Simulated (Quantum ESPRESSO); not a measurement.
# Magnetic state of Mn3InC from several starts, part 2 of 2

Does Mn3InC prefer parallel or opposed moments, or none?

Quantum ESPRESSO 7.5; LDA; plane waves with GBRV 1.5 LDA potentials, no spin-orbit coupling.

So far, absolute magnetization (μB): step 2 (start 1: ferro +++) 5.73.

## 3. Start 2: ferri ++−

Contents of pw.in:

```
&CONTROL
  calculation = 'scf'
  prefix = 'pwscf'
  outdir = './tmp'
  pseudo_dir = './pseudo'
  disk_io = 'nowf'
/
&SYSTEM
  ibrav = 0
  celldm(1) = 8
  nat = 5
  ntyp = 4
  ecutwfc = 40
  ecutrho = 280
  nbnd = 43
  occupations = 'smearing'
  smearing = 'fd'
  degauss = 0.00734986
  nspin = 2
  starting_magnetization(1) = 0.2333
  starting_magnetization(2) = -0.2333
  starting_magnetization(3) = 0
  starting_magnetization(4) = 0
/
&ELECTRONS
  conv_thr = 1d-08
  electron_maxstep = 150
  mixing_beta = 0.3
/
ATOMIC_SPECIES
Mn1    54.9380 mn_lda_v1.5.uspp.F.UPF
Mn2    54.9380 mn_lda_v1.5.uspp.F.UPF
In    114.8180 in_lda_v1.4.uspp.F.UPF
C      12.0110 c_lda_v1.2.uspp.F.UPF
CELL_PARAMETERS alat
   0.9327369259869    0.0000000000000    0.0000000000000
   0.0000000000000    0.9327369259869    0.0000000000000
   0.0000000000000    0.0000000000000    0.9327369259869
ATOMIC_POSITIONS crystal
Mn1     0.5000000000    0.0000000000    0.0000000000
Mn1     0.0000000000    0.0000000000    0.5000000000
Mn2     0.0000000000    0.5000000000    0.0000000000
In      0.5000000000    0.5000000000    0.5000000000
C       0.0000000000    0.0000000000    0.0000000000
K_POINTS automatic
6 6 6 0 0 0
```

Run with:

```
OMP_NUM_THREADS=1 mpirun -n 4 pw.x -nk 4 -in pw.in > pw.out
```

The log of the run:

```text
[banner, memory and clock lines left out]
Program PWSCF v.7.5 starts

     Message from routine setup:
     using ibrav=0 with symmetry is DISCOURAGED, use correct ibrav instead

     bravais-lattice index     =            0
     lattice parameter (alat)  =       8.0000  a.u.
     unit-cell volume          =     415.4775 (a.u.)^3
     number of atoms/cell      =            5
     number of atomic types    =            4
     number of electrons       =        62.00
     number of Kohn-Sham states=           43
     kinetic-energy cutoff     =      40.0000  Ry
     charge density cutoff     =     280.0000  Ry
     scf convergence threshold =      1.0E-08
     mixing beta               =       0.3000
     number of iterations used =            8  plain     mixing
     Exchange-correlation= SLA  PZ   NOGX NOGC
                           (   1   1   0   0   0   0   0)

     celldm(1)=   8.000000  celldm(2)=   0.000000  celldm(3)=   0.000000
     celldm(4)=   0.000000  celldm(5)=   0.000000  celldm(6)=   0.000000

     crystal axes: (cart. coord. in units of alat)
               a(1) = (   0.932737   0.000000   0.000000 )
               a(2) = (   0.000000   0.932737   0.000000 )
               a(3) = (   0.000000   0.000000   0.932737 )

     reciprocal axes: (cart. coord. in units 2 pi/alat)
               b(1) = (  1.072114  0.000000  0.000000 )
               b(2) = (  0.000000  1.072114  0.000000 )
               b(3) = (  0.000000  0.000000  1.072114 )

     PseudoPot. # 1 for Mn read from file:
     mn_lda_v1.5.uspp.F.UPF
     Pseudo is Ultrasoft + core correction, Zval = 15.0

     PseudoPot. # 2 for Mn read from file:
     mn_lda_v1.5.uspp.F.UPF
     Pseudo is Ultrasoft + core correction, Zval = 15.0

     PseudoPot. # 3 for In read from file:
     in_lda_v1.4.uspp.F.UPF
     Pseudo is Ultrasoft + core correction, Zval = 13.0

     PseudoPot. # 4 for C  read from file:
     c_lda_v1.2.uspp.F.UPF
     Pseudo is Ultrasoft + core correction, Zval =  4.0

     atomic species   valence    mass     pseudopotential
     Mn1              15.00    54.93800     Mn( 1.00)
     Mn2              15.00    54.93800     Mn( 1.00)
     In               13.00   114.81800     In( 1.00)
     C                 4.00    12.01100     C ( 1.00)

     Starting magnetic structure
     atomic species   magnetization
     Mn1             0.233
     Mn2            -0.233
     In              0.000
     C               0.000

     16 Sym. Ops., with inversion, found

   Cartesian axes

     site n.     atom                  positions (alat units)
         1        Mn1    tau(   1) = (   0.4663685   0.0000000   0.0000000  )
         2        Mn1    tau(   2) = (   0.0000000   0.0000000   0.4663685  )
         3        Mn2    tau(   3) = (   0.0000000   0.4663685   0.0000000  )
         4        In     tau(   4) = (   0.4663685   0.4663685   0.4663685  )
         5        C      tau(   5) = (   0.0000000   0.0000000   0.0000000  )

     number of k points=    40  Fermi-Dirac smearing, width (Ry)=  0.0073
                       cart. coord. in units 2pi/alat
        k(    1) = (   0.0000000   0.0000000   0.0000000), wk =   0.0046296
        k(    2) = (   0.0000000   0.0000000   0.1786856), wk =   0.0185185
        k(    3) = (   0.0000000   0.0000000   0.3573712), wk =   0.0185185
        k(    4) = (   0.0000000   0.0000000  -0.5360568), wk =   0.0092593
        k(    5) = (   0.0000000   0.1786856   0.1786856), wk =   0.0370370
        [... 35 further k-points ...]

     Dense  grid:    32795 G-vectors     FFT dimensions: (  40,  40,  40)

     Smooth grid:    14147 G-vectors     FFT dimensions: (  32,  32,  32)

     Check: negative core charge=   -0.000049
     Generating pointlists ...
     new r_m :   0.1924 (alat units)  1.5390 (a.u.) for type    1
     new r_m :   0.1924 (alat units)  1.5390 (a.u.) for type    2
     new r_m :   0.2721 (alat units)  2.1765 (a.u.) for type    3
     new r_m :   0.1924 (alat units)  1.5390 (a.u.) for type    4

     Initial potential from superposition of free atoms

     starting charge      58.9998, renormalised to      62.0000
     Starting wfcs are   52 randomized atomic wfcs

     Self-consistent Calculation

     iteration #  1     ecut=    40.00 Ry     beta= 0.30
     Davidson diagonalization with overlap
     ethr =  1.00E-02,  avg # of iterations =  3.0

     total energy              =    -775.34738527 Ry
     estimated scf accuracy    <      12.41420612 Ry

     total magnetization       =     1.33 Bohr mag/cell
     absolute magnetization    =     4.89 Bohr mag/cell

     iteration #  2     ecut=    40.00 Ry     beta= 0.30
     Davidson diagonalization with overlap
     ethr =  1.00E-02,  avg # of iterations =  3.1

     total energy              =    -777.70277280 Ry
     estimated scf accuracy    <       2.66771954 Ry

     total magnetization       =     3.47 Bohr mag/cell
     absolute magnetization    =     7.56 Bohr mag/cell

     [... further iterations left out ...]

     iteration # 19     ecut=    40.00 Ry     beta= 0.30
     Davidson diagonalization with overlap
     ethr =  3.27E-10,  avg # of iterations =  3.1

     total energy              =    -778.20199957 Ry
     estimated scf accuracy    <       0.00000002 Ry

     total magnetization       =     0.63 Bohr mag/cell
     absolute magnetization    =     5.29 Bohr mag/cell

     iteration # 20     ecut=    40.00 Ry     beta= 0.30
     Davidson diagonalization with overlap
     ethr =  3.94E-11,  avg # of iterations =  2.1

     Magnetic moment per site  (integrated on atomic sphere of radius R)
     atom   1 (R=0.192)  charge= 12.0862  magn=  1.2443
     atom   2 (R=0.192)  charge= 12.0862  magn=  1.2443
     atom   3 (R=0.192)  charge= 12.0876  magn= -1.8826
     atom   4 (R=0.272)  charge= 11.0711  magn= -0.0164
     atom   5 (R=0.192)  charge=  3.0824  magn= -0.0220

     End of self-consistent calculation

     [... lines left out ...]
     the Fermi energy is    15.8899 ev

!    total energy              =    -778.20199958 Ry
     estimated scf accuracy    <          5.0E-09 Ry
     smearing contrib. (-TS)   =      -0.01277847 Ry
     internal energy E=F+TS    =    -778.18922112 Ry

     The total energy is F=E-TS. E is the sum of the following terms:
     one-electron contribution =    -316.18469575 Ry
     hartree contribution      =     197.10711100 Ry
     xc contribution           =    -119.57485082 Ry
     ewald contribution        =    -539.53678556 Ry

     total magnetization       =     0.64 Bohr mag/cell
     absolute magnetization    =     5.29 Bohr mag/cell

     convergence has been achieved in  20 iterations
```

Elapsed: 38 s, on 4 MPI ranks of Intel Xeon Platinum 8488C (Sapphire Rapids), shared host; peak memory 0.5 GiB; 2.5 min of CPU time.

Spin moment in the atom's sphere by atom:

| atom | spin moment in the atom's sphere (μB) |
| --- | --- |
| Mn1 | 1.24 |
| Mn2 | 1.24 |
| Mn3 | -1.88 |
| In4 | -0.02 |
| C5 | -0.02 |

Read from the output:

```
smearing term TS       : 0.1739 eV
magnetization          : 0.635 μB
absolute magnetization : 5.288 μB
final state            : ferrimagnetic
```

## 4. Run 3 (no spin polarisation)

Contents of pw.in:

```
&CONTROL
  calculation = 'scf'
  prefix = 'pwscf'
  outdir = './tmp'
  pseudo_dir = './pseudo'
  disk_io = 'nowf'
/
&SYSTEM
  ibrav = 0
  celldm(1) = 8
  nat = 5
  ntyp = 3
  ecutwfc = 40
  ecutrho = 280
  nbnd = 41
  occupations = 'smearing'
  smearing = 'fd'
  degauss = 0.00734986
/
&ELECTRONS
  conv_thr = 1d-08
  electron_maxstep = 150
  mixing_beta = 0.3
/
ATOMIC_SPECIES
Mn     54.9380 mn_lda_v1.5.uspp.F.UPF
In    114.8180 in_lda_v1.4.uspp.F.UPF
C      12.0110 c_lda_v1.2.uspp.F.UPF
CELL_PARAMETERS alat
   0.9327369259869    0.0000000000000    0.0000000000000
   0.0000000000000    0.9327369259869    0.0000000000000
   0.0000000000000    0.0000000000000    0.9327369259869
ATOMIC_POSITIONS crystal
Mn      0.5000000000    0.0000000000    0.0000000000
Mn      0.0000000000    0.0000000000    0.5000000000
Mn      0.0000000000    0.5000000000    0.0000000000
In      0.5000000000    0.5000000000    0.5000000000
C       0.0000000000    0.0000000000    0.0000000000
K_POINTS automatic
6 6 6 0 0 0
```

The log of the run:

```text
     [... lines left out ...]
Program PWSCF v.7.5 starts
     [... lines left out ...]
     number of atoms/cell      =            5
     [... lines left out ...]
     number of electrons       =        62.00
     number of Kohn-Sham states=           41
     kinetic-energy cutoff     =      40.0000  Ry
     charge density cutoff     =     280.0000  Ry
     scf convergence threshold =      1.0E-08
     [... lines left out ...]
     48 Sym. Ops., with inversion, found
     [... lines left out ...]
     number of k points=    20  Fermi-Dirac smearing, width (Ry)=  0.0073
     [... lines left out ...]
     iteration # 12     ecut=    40.00 Ry     beta= 0.30
     [... lines left out ...]
     the Fermi energy is    15.7082 ev
!    total energy              =    -778.18092983 Ry
     estimated scf accuracy    <          8.0E-09 Ry
     smearing contrib. (-TS)   =      -0.02386128 Ry
     [... lines left out ...]
     convergence has been achieved in  12 iterations
```

Elapsed: 9.1 s, on 4 MPI ranks; peak memory 0.39 GiB.

Numbers from this step:

| Quantity | Value |
| --- | --- |
| smearing term TS | 0.3246 eV |
| final state | non-magnetic (no spin polarisation) |

## 5. Energies of the orders

An order is kept where moments of 0.15 μB or more survive with the typed signs; meshes match where a doubled cell samples the same k points as the first cell.

Ferrimagnetic means that a moment over 0.15 μB on a transition or rare-earth metal, induced ones included, opposes the net moment. Orders:

| start | final state | typed order kept | energy over the lowest (meV a seeded atom) | largest site moment (μB) | net moment (μB a cell of the first run) | mesh matched | CPU time (s) |
| --- | --- | --- | --- | --- | --- | --- | --- |
| ferro +++ | ferromagnetic | yes | 0 | 1.582 | 5.207 | yes | 71.12 |
| ferri ++- | ferrimagnetic | yes | 49.13 | 1.883 | 0.6353 | yes | 147.6 |
| no spin polarisation | non-magnetic | - | 144.7 | 0 | 0 | yes | 32.24 |

## 6. Summary of results

```
lowest state found      : ferromagnetic (from ferro +++)
largest site moment     : 1.58 μB
next state with moments : ferrimagnetic, 49.1 meV a seeded atom higher
state without moments   : 145 meV a seeded atom higher
```

What this shows: This is the lowest of 3 collinear or spinless starts, no proof of the ground state. Energies are free energies at an electronic temperature of 1160 K, which lowers moments and differences where the moments are itinerant.

[Logs and program files are shortened in this print: banners, set-up blocks, solver, clock and traceback lines can be left out without a mark of their own.]

[Logs are printed without paths, hosts, clocks, repeated set-up lines and the standing remarks that a program may print on its own settings, such as how far it seeks lower states.]

[Hosts, paths, dates, database ids (printed as entryN), source tags and the programs' standing remarks are cut or masked in the printed files.]

[Where a cell is said to come from a database of computed structures, the database is the Materials Project.]
